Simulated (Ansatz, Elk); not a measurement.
# How far do independent atoms describe Mg2CoS4?

Structure refinements treat a crystal as free atoms side by side. For a made-up structure of Mg2CoS4 (cell and positions from a PBE relaxation) the runs below show what the calculated density changes in F(hkl).

Calculated with Elk 11.2.3 (patched build); DFT, PBE, all-electron APW+lo, Dirac cores, scalar-relativistic bands, static density, no spin.

The structure was built from a prototype and need not be the compound's stable phase.

## 1. Starting point

The structure is monoclinic, space group C2/m (No. 12). The conventional cell has a = 11.587 Å, b = 3.628 Å, c = 6.396 Å, α = 90.00°, β = 117.47°, γ = 90.00°. Nearest to Co lie 6 S at 2.25 to 2.36 Å. S has 2 Co at 2.36 Å and 3 Mg at 2.54 to 2.74 Å nearest. Nearest to S lie 1 Co at 2.25 Å and 3 Mg at 2.47 to 2.59 Å. Mg has 6 S at 2.47 to 2.74 Å nearest. Farther neighbours and most contacts between anions are not listed.

As a file:

```cif
data_structure
_symmetry_space_group_name_H-M 'P 1'
_symmetry_Int_Tables_number 1
_cell_length_a 6.0707
_cell_length_b 6.0707
_cell_length_c 6.3963
_cell_angle_alpha 116.113
_cell_angle_beta 116.113
_cell_angle_gamma 34.774
_cell_volume 119.29
loop_
_atom_site_label
_atom_site_type_symbol
_atom_site_fract_x
_atom_site_fract_y
_atom_site_fract_z
_atom_site_occupancy
Co1 Co 0.00000 0.00000 0.00000 1
S2 S 0.63020 0.63020 0.99923 1
S3 S 0.36980 0.36980 0.00077 1
S4 S 0.90468 0.90468 0.60329 1
S5 S 0.09532 0.09532 0.39671 1
Mg6 Mg 0.70495 0.70495 0.68313 1
Mg7 Mg 0.29505 0.29505 0.31687 1
```

## 2. Ground state and structure factors

An all-electron density is needed, since X-rays see the cores too. Task 0 finds the density and task 195 Fourier-transforms it; tshift is off so that phases refer to the origin typed.

Contents of elk.in:

```
tasks
  0
  195

xctype
  20

spinpol
  .false.

rgkmax
  7.0

gmaxvr
  14.0

lmaxo
  7

lmaxapw
  8

swidth
  0.002

tshift
  .false.

ramdisk
  .false.

hmaxvr
  5.5

maxscl
  120

epspot
  1e-06

sppath
  './'

avec
  10.94756048837 -3.42809847216 0.07257615984
  10.94756048837 3.42809847216 0.07257615984
  -5.64571810643 -0.00000000000 10.68770359707

atoms
  3
  'Co.in'
  1
  0.0000000000 0.0000000000 -0.0000000000   0.000000 0.000000 0.000000
  'S.in'
  4
  0.6301961320 0.6301961320 0.9992250225   0.000000 0.000000 0.000000
  0.3698038680 0.3698038680 0.0007749775   0.000000 0.000000 0.000000
  0.9046812658 0.9046812658 0.6032925701   0.000000 0.000000 0.000000
  0.0953187342 0.0953187342 0.3967074299   0.000000 0.000000 0.000000
  'Mg.in'
  2
  0.7049471402 0.7049471402 0.6831260863   0.000000 0.000000 0.000000
  0.2950528598 0.2950528598 0.3168739137   0.000000 0.000000 0.000000

ngridk
  7 7 4
```

On the command line:

```bash
OMP_NUM_THREADS=4 elk
```

Numbers of over 12 decimals in the logs are rounded to 6 here.

Output:

```text
┌─────────────────────────┐
│ Elk code version 11.2.3 │
└─────────────────────────┘

All units are atomic (Hartree, Bohr, etc.)

┌─────────────────────────────────────────────────┐
│ Ground-state run starting from atomic densities │
└─────────────────────────────────────────────────┘

Lattice vectors :
   10.94756049      -3.428098472      0.7257615984E-01
   10.94756049       3.428098472      0.7257615984E-01
  -5.645718106      -0.000000000       10.68770360

Reciprocal lattice vectors :
  0.2859659293     -0.9164242740      0.1510598615
  0.2859659293      0.9164242740      0.1510598615
 -0.3883773311E-02  0.1185744538E-18  0.5858375994

Unit cell volume      :    805.0136873
Brillouin zone volume :   0.3081316720

Muffin-tin inner radius fraction :   0.1000000000E-01

Nuclei treated as point charges

Species : 1 (Co)
 parameters loaded from : Co.in
 name : cobalt
 nuclear charge    :   -27.00000000
 electronic charge :    27.00000000
 atomic mass :    107428.6517
 muffin-tin radius :    2.194678163
 number of radial points in muffin-tin :    993
 inner part over the whole radius :   0.9947431238E-02
 number on inner part of muffin-tin    :    699
 approximate nuclear radius :   0.7243775530E-04
 number of mesh points to nuclear radius :    335
 atomic positions (lattice), magnetic fields (Cartesian) :
  1 :   0.00000000  0.00000000  0.00000000    0.00000000  0.00000000  0.00000000

Species : 2 (S)
 parameters loaded from : S.in
 name : sulphur
 nuclear charge    :   -16.00000000
 electronic charge :    16.00000000
 atomic mass :    58450.91931
 muffin-tin radius :    2.011788316
 number of radial points in muffin-tin :    793
 inner part over the whole radius :   0.9967869424E-02
 number on inner part of muffin-tin    :    553
 approximate nuclear radius :   0.6195814986E-04
 number of mesh points to nuclear radius :    252
 atomic positions (lattice), magnetic fields (Cartesian) :
  1 :  -0.36980387 -0.36980387 -0.00077498    0.00000000  0.00000000  0.00000000
  2 :   0.36980387  0.36980387  0.00077498    0.00000000  0.00000000  0.00000000
  3 :  -0.09531873 -0.09531873 -0.39670743    0.00000000  0.00000000  0.00000000
  4 :   0.09531873  0.09531873  0.39670743    0.00000000  0.00000000  0.00000000

Species : 3 (Mg)
 parameters loaded from : Mg.in
 name : magnesium
 nuclear charge    :   -12.00000000
 electronic charge :    12.00000000
 atomic mass :    44305.30466
 muffin-tin radius :    2.200000000
 number of radial points in muffin-tin :    793
 inner part over the whole radius :   0.9941530515E-02
 number on inner part of muffin-tin    :    552
 approximate nuclear radius :   0.5710277704E-04
 number of mesh points to nuclear radius :    241
 atomic positions (lattice), magnetic fields (Cartesian) :
  1 :  -0.29505286 -0.29505286 -0.31687391    0.00000000  0.00000000  0.00000000
  2 :   0.29505286  0.29505286  0.31687391    0.00000000  0.00000000  0.00000000

Total number of atoms per unit cell :    7
Total muffin-tin volume :    269.9092818
 ratio of muffin-tin to unit cell volume :   0.3352853325

Spin treatment :
 spin-unpolarised

Number of Bravais lattice symmetries :    4
Number of crystal symmetries         :    4
Crystal has inversion symmetry
Real symmetric eigensolver will be used

k-point grid :      7     7     4
k-point offset :    0.000000000       0.000000000       0.000000000
k-point set is reduced with full crystal symmetry group
Total number of k-points :       60

Muffin-tin radius times maximum |G+k| :    7.000000000
 using average radius
Maximum |G+k| for APW functions       :    3.346575887
Maximum (1/2)|G+k|²                   :    5.599785084
Maximum |G| for potential and density :    14.00000000
Constant for pseudocharge density :    8
 order of it for each species :   15  15  15
 order of it for pair densities of each species (exact exchange by exxq0 0: 16) :   11   9  11
Radial integration step length :    1

G-vector grid sizes :     54    54    54
Number of G-vectors :    37345

[...]
correlation                 :     -4.721390
 electron entropic           :    -0.14846887159534E-02
 total energy                :     -3392.2393305397

Density of states at Fermi energy :    111.6664027
 (states/Hartree/unit cell)

Estimated indirect band gap :   0.2404029930E-03
 from k-point 28 to k-point 17
Estimated direct band gap   :   0.3507932227E-02
 at k-point 30

Charges :
 core                        :    56.00000000
 valence                     :    59.00000000
 interstitial                :    12.21154872
 muffin-tins (core leakage)
  species : 1 (Co)
[...]
species : 2 (S)
[...]
species : 3 (Mg)
[...]
total in muffin-tins        :    102.7884513
 total calculated charge     :    114.9963325
 total charge                :    115.0000000
 error                       :   0.3667455047E-02

RMS change in Kohn-Sham potential (target) :   0.5733040735     (  0.1000000000E-05)
Absolute change in total energy (target)   :   0.2784169199     (  0.1000000000E-03)

[... loops 3 to 16 left out ...]

┌──────────────────┐
│ Loop number : 17 │
└──────────────────┘

Energies :
 Fermi                       :     0.192291
 sum of occupied eigenvalues :     -1906.6126039929
 electron kinetic            :      3419.0417463978
 core electron kinetic       :      3099.6338490293
 Coulomb                     :     -6614.8780943047
 Coulomb potential           :     -5072.9476645426
 nuclear-nuclear             :     -537.49104570141
 electron-nuclear            :     -7094.1145733378
 Hartree                     :      1016.7275247345
 Madelung                    :     -4078.4042620334
 xc potential                :     -252.70668584810
 exchange                    :     -190.55882113881
 correlation                 :     -4.717717
 electron entropic           :    -0.14390597165421E-02
 total energy                :     -3391.1143251856

Density of states at Fermi energy :    109.4749966
 (states/Hartree/unit cell)

Estimated indirect band gap :   0.6847611904E-03
 from k-point 31 to k-point 28
Estimated direct band gap   :   0.5304759228E-02
 at k-point 5

Charges :
 core                        :    56.00000000
 valence                     :    59.00000000
 interstitial                :    12.51234214
 muffin-tins (core leakage)
  species : 1 (Co)
[...]
species : 2 (S)
[...]
species : 3 (Mg)
[...]
total in muffin-tins        :    102.4876579
 total calculated charge     :    114.9964118
 total charge                :    115.0000000
 error                       :   0.3588190232E-02

RMS change in Kohn-Sham potential (target) :   0.7460334320E-06 (  0.1000000000E-05)
Absolute change in total energy (target)   :   0.4727505711E-04 (  0.1000000000E-03)

Convergence targets achieved

┌──────────────────┐
│ Loop number : 18 │
└──────────────────┘

Energies :
 Fermi                       :     0.192291
 sum of occupied eigenvalues :     -1906.6125942573
 electron kinetic            :      3419.0417351218
 core electron kinetic       :      3099.6338508929
 Coulomb                     :     -6614.8780780836
 Coulomb potential           :     -5072.9476859785
 nuclear-nuclear             :     -537.49104570141
 electron-nuclear            :     -7094.1145190555
 Hartree                     :      1016.7274866733
 Madelung                    :     -4078.4042350943
 xc potential                :     -252.70664340061
 exchange                    :     -190.55881946191
 correlation                 :     -4.717717
 electron entropic           :    -0.14390591647068E-02
 total energy                :     -3391.1143185447

Density of states at Fermi energy :    109.4749716
 (states/Hartree/unit cell)

Estimated indirect band gap :   0.6847615141E-03
 from k-point 31 to k-point 28
Estimated direct band gap   :   0.5304686186E-02
 at k-point 5

Charges :
 core                        :    56.00000000
 valence                     :    59.00000000
 interstitial                :    12.51234270
 muffin-tins (core leakage)
  species : 1 (Co)
[...]
species : 2 (S)
[...]
atom 4                    :    13.96062340     (  0.2464800646E-03)
  species : 3 (Mg)
   atom 1                    :    10.49635145     ( -0.9828258873E-07)
   atom 2                    :    10.49635145     ( -0.9828258873E-07)
 total in muffin-tins        :    102.4876573
 total calculated charge     :    114.9964118
 total charge                :    115.0000000
 error                       :   0.3588190517E-02

┌──────────────────────────────┐
│ Self-consistent loop stopped │
└──────────────────────────────┘

Warning : core states of species 1 leak from the muffin-tin :   0.1338019987E-02

Warning : core states of species 2 leak from the muffin-tin :   0.2464800646E-03

Wrote STATE.OUT
```

Elapsed: 97 s, on 4 threads of Arm Neoverse V2, shared host; peak memory 0.23 GiB.

SFACRHO.OUT:

```text

h k l indices transformed by vhmat matrix:
   1.000000000       0.000000000       0.000000000    
   0.000000000       1.000000000       0.000000000    
   0.000000000       0.000000000       1.000000000    

      h      k      l  multipl.   |H|            Re(F)            Im(F)           |F|

      0      0      0      1   0.0000000       115.00000     -0.58734188E-16   115.00000    
      0      0      1      2  0.58585047       22.408530     -0.55859046E-14   22.408530    
     -1     -1      1      2  0.64191859       27.891027      0.97753330E-14   27.891027    
     -1     -1      0      2  0.64682484       15.817403      0.12568285E-13   15.817403    
     -1      0      0      4  0.97181739       21.504969      0.27929523E-14   21.504969    
      1      1     -2      2   1.0450733       18.769133      0.13964761E-13   18.769133    
      1      1      1      2   1.0541095       15.455026      0.41894284E-14   15.455026    
      0     -1      1      4   1.0549303       16.357351     -0.40148689E-14   16.357351    
     -2     -2      1      2   1.1478950       34.181806      0.97753330E-14   34.181806    
      0      0      2      2   1.1717009       40.272996     -0.41894284E-14   40.272996    
      0     -1     -1      4   1.2093063      -31.393101      0.34911904E-14   31.393101    
      2      1     -1      4   1.2649502       41.054164     -0.10473571E-13   41.054164    
     -2     -2      2      2   1.2838372      -37.537144     -0.12568285E-13   37.537144    
     -2     -2      0      2   1.2936497      -10.621257     -0.12568285E-13   10.621257    
     -1     -2      0      4   1.3346137       46.469741     -0.83788569E-14   46.469741    
      0      1     -2      4   1.4027717      -9.9886105      0.83788569E-14   9.9886105    
     -2     -1      2      4   1.4510155       15.646546     -0.16757714E-13   15.646546    
      1      1     -3      2   1.5680365       28.272781     -0.13964761E-13   28.272781
```

Elk indexes on the primitive cell of elk.in and gives |H| = 4π sin θ/λ in inverse bohr. Below, one row stands for each form hkl of the conventional cell (m members, Friedel mates merged), F is for one primitive cell and the density is static (no thermal factor). Free-atom factors are Waasmaier and Kirfel's, and R is Σm||F|−|F'||/Σm|F|.

```csv
hkl,m,sin θ/λ (Å⁻¹),"abs F, DFT",neutral atoms,diff.
001,2,0.088,22.409,22.327,+0.081
2 0 -1,2,0.097,27.891,27.586,+0.305
200,2,0.097,15.817,15.603,+0.214
110,4,0.146,21.505,21.307,+0.198
2 0 -2,2,0.157,18.769,19.101,-0.332
201,2,0.159,15.455,15.691,-0.236
1 1 -1,4,0.159,16.357,16.556,-0.199
4 0 -1,2,0.173,34.182,34.114,+0.068
002,2,0.176,40.273,39.726,+0.547
111,4,0.182,31.393,31.147,+0.246
3 1 -1,4,0.190,41.054,40.417,+0.637
4 0 -2,2,0.193,37.537,37.193,+0.345
400,2,0.195,10.621,10.085,+0.536
310,4,0.201,46.470,46.349,+0.120
```

## 3. The highest occupied states alone

An energy window below the Fermi level keeps the highest occupied states, to see at which angles they scatter; shallow core shells can lie inside it and anion s states outside. No new self-consistency is needed.

elk.in: that of step 2 with these lines changed.

```diff
@@ -1,3 +1,2 @@
 tasks
-  0
   195
@@ -40,2 +39,5 @@
 
+wsfac
+  -0.358950 0.492290
+
 sppath
```

On the command line:

```bash
OMP_NUM_THREADS=4 elk
```

Output:

```text
┌─────────────────────────────────┐
│ Elk code version 11.2.3 started │
└─────────────────────────────────┘

Info(readinput): the functional depends on the density's gradient
 muffin-tin radial points multiplied by    2.00000
 (not where nrmtscf is given)

┌────────────────────┐
│ Current task : 195 │
└────────────────────┘
Info(checkmt): changed muffin-tin radius of species 1 (Co) from   2.4000 to   2.1947
Info(checkmt): changed muffin-tin radius of species 2 (S) from   2.2000 to   2.0118

Info(sfacrho): density structure factors written to SFACRHO.OUT

 Energy window :  -0.3589500000      0.4922900000

┌──────────────────┐
│ Elk code stopped │
└──────────────────┘
```

Run time: 15 s. Hardware: 4 threads; peak memory 0.17 GiB; 20 s of CPU time.

States within 15 eV below the Fermi level hold 37.00 electrons; any levels below the window count with the cores. Their amplitudes can exceed the total, where window and core parts have opposite phase:

| hkl | sin θ/λ (Å⁻¹) | abs F, window | abs F, all |
| --- | --- | --- | --- |
| 001 | 0.088 | 8.699 | 22.409 |
| 2 0 -1 | 0.097 | 9.161 | 27.891 |
| 200 | 0.097 | 8.694 | 15.817 |
| 110 | 0.146 | 6.923 | 21.505 |
| 2 0 -2 | 0.157 | 1.091 | 18.769 |
| 201 | 0.159 | 0.937 | 15.455 |
| 1 1 -1 | 0.159 | 0.588 | 16.357 |
| 4 0 -1 | 0.173 | 5.670 | 34.182 |
| 002 | 0.176 | 11.417 | 40.273 |
| 111 | 0.182 | 2.197 | 31.393 |

## 4. Another functional

The difference from free atoms is small, so it is set against the change that PBEsol makes.

elk.in: that of step 3 with these lines changed.

```diff
@@ -1,2 +1,3 @@
 tasks
+  0
   195
@@ -4,3 +5,3 @@
 xctype
-  20
+  22
 
@@ -39,5 +40,2 @@
 
-wsfac
-  -0.358950 0.492290
-
 sppath
```

On the command line:

```bash
OMP_NUM_THREADS=4 elk
```

Output:

```text
┌─────────────────────────┐
│ Elk code version 11.2.3 │
└─────────────────────────┘

All units are atomic (Hartree, Bohr, etc.)

┌─────────────────────────────────────────────────┐
│ Ground-state run starting from atomic densities │
└─────────────────────────────────────────────────┘

Lattice vectors :
   10.94756049      -3.428098472      0.7257615984E-01
   10.94756049       3.428098472      0.7257615984E-01
  -5.645718106      -0.000000000       10.68770360

Reciprocal lattice vectors :
[...]
species : 3 (Mg)
   atom 1                    :    10.50081353     ( -0.9828259051E-07)
   atom 2                    :    10.50081353     ( -0.9828259051E-07)
 total in muffin-tins        :    102.4191018
 total calculated charge     :    114.9963962
 total charge                :    115.0000000
 error                       :   0.3603790871E-02

┌──────────────────────────────┐
│ Self-consistent loop stopped │
└──────────────────────────────┘

Warning : core states of species 1 leak from the muffin-tin :   0.1366951309E-02

Warning : core states of species 2 leak from the muffin-tin :   0.2482275534E-03

Wrote STATE.OUT
[key lines of the parts left out:]
total energy                :     -3386.5247046809
```

Elapsed: 97 s, on 4 threads; peak memory 0.23 GiB; 5.6 min of CPU time.

Against the first run R = 0.06 %; the largest change is -0.068 at 4 0 -2.

## 5. Basis size

A smaller basis shows how fast F responds to it; the change is likely larger than the basis error of the first run, but doesn't show convergence.

elk.in: that of step 4 with these lines changed.

```diff
@@ -5,3 +5,3 @@
 xctype
-  22
+  20
 
@@ -11,3 +11,3 @@
 rgkmax
-  7.0
+  5.5
```

On the command line:

```bash
OMP_NUM_THREADS=4 elk
```

Output:

```text
┌─────────────────────────┐
│ Elk code version 11.2.3 │
└─────────────────────────┘

All units are atomic (Hartree, Bohr, etc.)

┌─────────────────────────────────────────────────┐
│ Ground-state run starting from atomic densities │
└─────────────────────────────────────────────────┘

Lattice vectors :
   10.94756049      -3.428098472      0.7257615984E-01
   10.94756049       3.428098472      0.7257615984E-01
  -5.645718106      -0.000000000       10.68770360

Reciprocal lattice vectors :
[...]
species : 3 (Mg)
   atom 1                    :    10.49209856     ( -0.9828258829E-07)
   atom 2                    :    10.49209856     ( -0.9828258829E-07)
 total in muffin-tins        :    102.3217193
 total calculated charge     :    114.9966755
 total charge                :    115.0000000
 error                       :   0.3324543182E-02

┌──────────────────────────────┐
│ Self-consistent loop stopped │
└──────────────────────────────┘

Warning : core states of species 1 leak from the muffin-tin :   0.1333748932E-02

Warning : core states of species 2 leak from the muffin-tin :   0.2454826350E-03

Wrote STATE.OUT
[key lines of the parts left out:]
total energy                :     -3391.0221308859
```

The job ended after 66 s (4 threads; peak memory 0.21 GiB).

Against the first run R = 0.10 %; the largest change is +0.064 at 801.

## 6. Settings against the effect

```
          run  R against the first run (%)  R against neutral atoms, low angle (%)  wall time
PBE, rgkmax 7                         0.00                                    0.80       97 s
       PBEsol                         0.06                                    0.77       97 s
   rgkmax 5.5                         0.10                                    0.81       66 s
```

## 7. What came out

* R against neutral atoms, sin θ/λ < 0.3 Å⁻¹: 0.80 %
* R against neutral atoms, 0.3 to 0.49 Å⁻¹: 0.50 %

**Reading.** Independent neutral atoms miss the calculated amplitudes by R = 0.80 % below 0.3 Å⁻¹ and 0.50 % from there to 0.49 Å⁻¹; by shells, 0.91 % below 0.15 Å⁻¹ (4 forms), 0.79 % 0.15 to 0.3 (33 forms), 0.56 % 0.3 to 0.45 (77 forms), 0.38 % above 0.45 (35 forms). Bonding, aspherical density and the tables' own atoms all enter these figures, and the runs don't part them. The largest change of an amplitude is -0.71 electrons, at 003. The window's part falls from 37.0 electrons at the origin to at most 1.90 between 0.45 and 0.49 Å⁻¹, where compact states inside the window still scatter. Below 0.3 Å⁻¹ the changes that finished (PBEsol and rgkmax 5.5) move F by R = 0.07 % at most, against the 0.80 % that separates it from free atoms. The k-mesh has no finished test. These runs have no spin, though d or f shells may be open. The electron count is odd, so without spin the run is a metal by force. Part of the difference isn't bonding: the tables are fits to free atoms and ions calculated by other methods than this functional. Thermal motion, anomalous dispersion and extinction are left out.

[Logs are printed without paths, hosts, clocks, repeated set-up lines and the standing remarks that a program may print on its own settings, such as how far it seeks lower states.]

[Hosts, paths, dates, database ids (printed as entryN), source tags and the programs' standing remarks are cut or masked in the printed files.]
